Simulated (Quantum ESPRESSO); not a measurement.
# Co(0001), stepped through the number of layers, part 6 of 10

What law, if any, do the results for Co(0001) follow against the number of layers?

Quantum ESPRESSO 7.5; plane-wave DFT, PBE, GBRV ultrasoft pseudopotentials.

So far. Step 5 (SCF with pw.x, 4 layers): Inside the slab this potential holds the local part of the pseudopotentials, which can be repulsive at the nuclei; only its value in the vacuum has a meaning of its own. Step 6 (Relaxation with pw.x, 5 layers): The relaxation lowers the energy by 3 meV an atom. On the free atoms the largest force ends at 0.020 eV/Å.

## (7) Ground state, 5 layers

Contents of m1.esm.in:

```
&control
  prefix = 'm1.esm'
  outdir = './out'
  pseudo_dir = './pseudo'
  calculation = 'scf'
  tprnfor = .true.
/
&system
  ibrav = 0
  nat = 5
  ntyp = 1
  ecutwfc = 40
  ecutrho = 200
  occupations = 'smearing'
  smearing = 'mv'
  degauss = 0.02
  assume_isolated = 'esm'
  esm_bc = 'bc1'
  nspin = 2
  starting_magnetization(1) = 0.28
/
&electrons
  conv_thr = 1e-08
  mixing_beta = 0.25
  electron_maxstep = 160
  mixing_mode = 'local-TF'
  mixing_ndim = 12
/
ATOMIC_SPECIES
  Co  58.9332  co_pbe_v1.2.uspp.F.UPF
CELL_PARAMETERS angstrom
  2.49074828400000 0.00000000000000 0.00000000000000
  1.24537414200000 2.15705128837650 0.00000000000000
  0.00000000000000 0.00000000000000 23.91148883813360
ATOMIC_POSITIONS crystal
  Co  0.000000000000 0.000000000000 -0.167665117200
  Co  0.666666666700 0.666666666700 -0.085425083200
  Co  0.000000000000 0.000000000000 -0.000000000000
  Co  0.666666666700 0.666666666700 0.085425083200
  Co  0.000000000000 0.000000000000 0.167665117200
K_POINTS automatic
  12 12 1 0 0 0
```

Started as:

```
$ OMP_NUM_THREADS=1 mpirun -n 4 pw.x -nk 4 -in m1.esm.in > m1.esm.out
```

The program printed:

```text
[banner, memory and clock lines left out]
Program PWSCF v.7.5 starts
[...]
Message from routine setup:
[...]
number of electrons       =        85.00
     number of Kohn-Sham states=           52
     kinetic-energy cutoff     =      40.0000  Ry
     charge density cutoff     =     200.0000  Ry
[...]
number of k points=    19  Marzari-Vanderbilt smearing, width (Ry)=  0.0200
[...]
Dense  grid:    41531 G-vectors     FFT dimensions: (  24,  24, 216)
[...]
negative rho (up, down):  6.502E-05 3.657E-05
     Starting wfcs are   65 randomized atomic wfcs
[...]
negative rho (up, down):  3.082E-02 1.481E-02
[...]
estimated scf accuracy    <      46.14242368 Ry
     total magnetization       =    10.01 Bohr mag/cell
     absolute magnetization    =    11.11 Bohr mag/cell
[...]
negative rho (up, down):  8.004E-02 4.401E-02
[...]
estimated scf accuracy    <      21.11372018 Ry
     total magnetization       =    12.23 Bohr mag/cell
     absolute magnetization    =    13.01 Bohr mag/cell
[...]
negative rho (up, down):  6.683E-02 3.862E-02
[...]
estimated scf accuracy    <       5.31857185 Ry
     total magnetization       =     8.29 Bohr mag/cell
     absolute magnetization    =     8.65 Bohr mag/cell
[...]
negative rho (up, down):  6.018E-02 3.606E-02
[...]
estimated scf accuracy    <       1.83205673 Ry
     total magnetization       =     8.83 Bohr mag/cell
     absolute magnetization    =     9.55 Bohr mag/cell
[...]
negative rho (up, down):  4.194E-02 3.201E-02
[...]
estimated scf accuracy    <       0.69222389 Ry
     total magnetization       =     9.07 Bohr mag/cell
     absolute magnetization    =     9.95 Bohr mag/cell
[...]
negative rho (up, down):  3.150E-02 2.887E-02
[...]
estimated scf accuracy    <       0.06257508 Ry
     total magnetization       =     9.09 Bohr mag/cell
     absolute magnetization    =    10.26 Bohr mag/cell
[...]
negative rho (up, down):  3.386E-02 2.884E-02
[...]
estimated scf accuracy    <       0.19336620 Ry
     total magnetization       =     8.98 Bohr mag/cell
     absolute magnetization    =    10.00 Bohr mag/cell
[...]
negative rho (up, down):  1.704E-02 3.739E-02
[...]
estimated scf accuracy    <       0.33394789 Ry
     total magnetization       =     9.02 Bohr mag/cell
     absolute magnetization    =    10.05 Bohr mag/cell
[...]
negative rho (up, down):  4.569E-03 4.593E-02
[...]
estimated scf accuracy    <       0.08369821 Ry
     total magnetization       =     8.76 Bohr mag/cell
     absolute magnetization    =     9.77 Bohr mag/cell
[...]
negative rho (up, down):  4.555E-03 4.387E-02
[...]
estimated scf accuracy    <       0.02031197 Ry
     total magnetization       =     8.68 Bohr mag/cell
     absolute magnetization    =     9.66 Bohr mag/cell
[...]
negative rho (up, down):  1.843E-03 4.481E-02
[...]
estimated scf accuracy    <       0.01679142 Ry
     total magnetization       =     8.73 Bohr mag/cell
     absolute magnetization    =     9.69 Bohr mag/cell
[...]
negative rho (up, down):  1.903E-03 4.159E-02
[...]
estimated scf accuracy    <       0.00740348 Ry
     total magnetization       =     8.69 Bohr mag/cell
     absolute magnetization    =     9.61 Bohr mag/cell
[...]
negative rho (up, down):  4.457E-03 3.683E-02
[...]
estimated scf accuracy    <       0.00743554 Ry
     total magnetization       =     8.70 Bohr mag/cell
     absolute magnetization    =     9.61 Bohr mag/cell
[...]
negative rho (up, down):  1.262E-02 2.639E-02
[...]
estimated scf accuracy    <       0.00703437 Ry
     total magnetization       =     8.70 Bohr mag/cell
     absolute magnetization    =     9.61 Bohr mag/cell
[...]
negative rho (up, down):  1.859E-02 1.740E-02
[...]
estimated scf accuracy    <       0.00646795 Ry
     total magnetization       =     8.71 Bohr mag/cell
     absolute magnetization    =     9.61 Bohr mag/cell
[...]
negative rho (up, down):  1.836E-02 1.726E-02
[...]
estimated scf accuracy    <       0.00566279 Ry
     total magnetization       =     8.71 Bohr mag/cell
     absolute magnetization    =     9.60 Bohr mag/cell
[...]
negative rho (up, down):  1.662E-02 1.631E-02
[...]
estimated scf accuracy    <       0.00574541 Ry
     total magnetization       =     8.71 Bohr mag/cell
     absolute magnetization    =     9.60 Bohr mag/cell
[...]
negative rho (up, down):  1.231E-02 1.951E-02
[...]
estimated scf accuracy    <       0.00491504 Ry
     total magnetization       =     8.70 Bohr mag/cell
     absolute magnetization    =     9.59 Bohr mag/cell
[...]
negative rho (up, down):  1.043E-02 1.879E-02
[...]
estimated scf accuracy    <       0.00472360 Ry
     total magnetization       =     8.71 Bohr mag/cell
     absolute magnetization    =     9.59 Bohr mag/cell
[...]
negative rho (up, down):  1.048E-02 1.588E-02
[...]
estimated scf accuracy    <       0.00402100 Ry
     total magnetization       =     8.71 Bohr mag/cell
     absolute magnetization    =     9.59 Bohr mag/cell
[...]
negative rho (up, down):  1.201E-02 1.517E-02
[...]
estimated scf accuracy    <       0.00332974 Ry
     total magnetization       =     8.70 Bohr mag/cell
     absolute magnetization    =     9.58 Bohr mag/cell
[...]
negative rho (up, down):  1.198E-02 5.814E-03
[...]
estimated scf accuracy    <       0.00350748 Ry
     total magnetization       =     8.71 Bohr mag/cell
     absolute magnetization    =     9.58 Bohr mag/cell
[...]
negative rho (up, down):  1.730E-02 8.082E-03
[...]
estimated scf accuracy    <       0.00147009 Ry
     total magnetization       =     8.70 Bohr mag/cell
     absolute magnetization    =     9.57 Bohr mag/cell
[...]
negative rho (up, down):  8.842E-04 5.719E-03
[...]
estimated scf accuracy    <       0.00285990 Ry
     total magnetization       =     8.70 Bohr mag/cell
     absolute magnetization    =     9.57 Bohr mag/cell
[...]
negative rho (up, down):  3.835E-04 1.185E-03
[...]
estimated scf accuracy    <       0.00005751 Ry
     total magnetization       =     8.69 Bohr mag/cell
     absolute magnetization    =     9.56 Bohr mag/cell
[...]
negative rho (up, down):  4.308E-06 6.748E-04
[...]
estimated scf accuracy    <       0.00002512 Ry
     total magnetization       =     8.69 Bohr mag/cell
     absolute magnetization    =     9.55 Bohr mag/cell
[...]
negative rho (up, down):  7.103E-06 5.151E-04
[...]
estimated scf accuracy    <       0.00002090 Ry
     total magnetization       =     8.69 Bohr mag/cell
     absolute magnetization    =     9.55 Bohr mag/cell
[...]
negative rho (up, down):  1.715E-03 4.564E-09
[...]
estimated scf accuracy    <       0.00000608 Ry
     total magnetization       =     8.69 Bohr mag/cell
     absolute magnetization    =     9.55 Bohr mag/cell
[...]
negative rho (up, down):  1.673E-03 0.000E+00
[...]
estimated scf accuracy    <       0.00000372 Ry
     total magnetization       =     8.68 Bohr mag/cell
     absolute magnetization    =     9.56 Bohr mag/cell
[...]
negative rho (up, down):  1.384E-03 0.000E+00
[...]
estimated scf accuracy    <       0.00000065 Ry
     total magnetization       =     8.69 Bohr mag/cell
     absolute magnetization    =     9.56 Bohr mag/cell
[...]
negative rho (up, down):  1.428E-03 0.000E+00
[...]
estimated scf accuracy    <       0.00000051 Ry
     total magnetization       =     8.69 Bohr mag/cell
     absolute magnetization    =     9.56 Bohr mag/cell
[...]
negative rho (up, down):  1.176E-03 0.000E+00
[...]
estimated scf accuracy    <       0.00000053 Ry
     total magnetization       =     8.68 Bohr mag/cell
     absolute magnetization    =     9.56 Bohr mag/cell
[...]
negative rho (up, down):  6.768E-04 0.000E+00
[...]
estimated scf accuracy    <       0.00000031 Ry
     total magnetization       =     8.68 Bohr mag/cell
     absolute magnetization    =     9.56 Bohr mag/cell
[...]
negative rho (up, down):  5.779E-05 9.632E-07
[...]
estimated scf accuracy    <       0.00000019 Ry
     total magnetization       =     8.69 Bohr mag/cell
     absolute magnetization    =     9.56 Bohr mag/cell
[...]
negative rho (up, down):  2.728E-05 1.124E-05
[...]
estimated scf accuracy    <       0.00000004 Ry
     total magnetization       =     8.69 Bohr mag/cell
     absolute magnetization    =     9.56 Bohr mag/cell
[...]
negative rho (up, down):  4.211E-05 3.398E-06
[...]
estimated scf accuracy    <       0.00000002 Ry
     total magnetization       =     8.69 Bohr mag/cell
     absolute magnetization    =     9.56 Bohr mag/cell
[...]
negative rho (up, down):  2.693E-05 9.741E-06
[...]
the Fermi energy is    -4.9846 ev
!    total energy              =   -1492.33869165 Ry
     estimated scf accuracy    <          7.6E-09 Ry
     smearing contrib. (-TS)   =       0.00238878 Ry
     internal energy E=F+TS    =   -1492.34108042 Ry
[...]
one-electron contribution =   28764.30555334 Ry
     hartree contribution      =  -14400.48955693 Ry
     xc contribution           =    -163.29584107 Ry
     ewald contribution        =  -15692.86123576 Ry
     total magnetization       =     8.69 Bohr mag/cell
     absolute magnetization    =     9.56 Bohr mag/cell
     convergence has been achieved in  37 iterations
     negative rho (up, down):  2.693E-05 9.741E-06
[...]
Total force =     0.001411     Total SCF correction =     0.000321
[...]
```

Elapsed: 4 min, on 4 MPI ranks of Arm Neoverse N1, shared host; peak memory 0.57 GiB; 16 min of CPU time.

This step gave:

- Fermi energy: -4.985 eV
- vacuum line at the lower end of the cell, over the Fermi level: 4.985 eV
- vacuum line at the upper end of the cell, over the Fermi level: 4.985 eV

Inside the slab this potential holds the local part of the pseudopotentials, which can be repulsive at the nuclei; only its value in the vacuum has a meaning of its own.

[end of part 6 of 10]

[Logs are printed without paths, hosts, clocks, repeated set-up lines and the standing remarks that a program may print on its own settings, such as how far it seeks lower states.]

[Hosts, paths, dates, database ids (printed as entryN), source tags and the programs' standing remarks are cut or masked in the printed files.]

[Maps of the electrostatic potential energy from Ansatz leave out the sawtooth potential of an applied field or a dipole correction, so their vacuum need not be flat; planar profiles and work functions include it.]
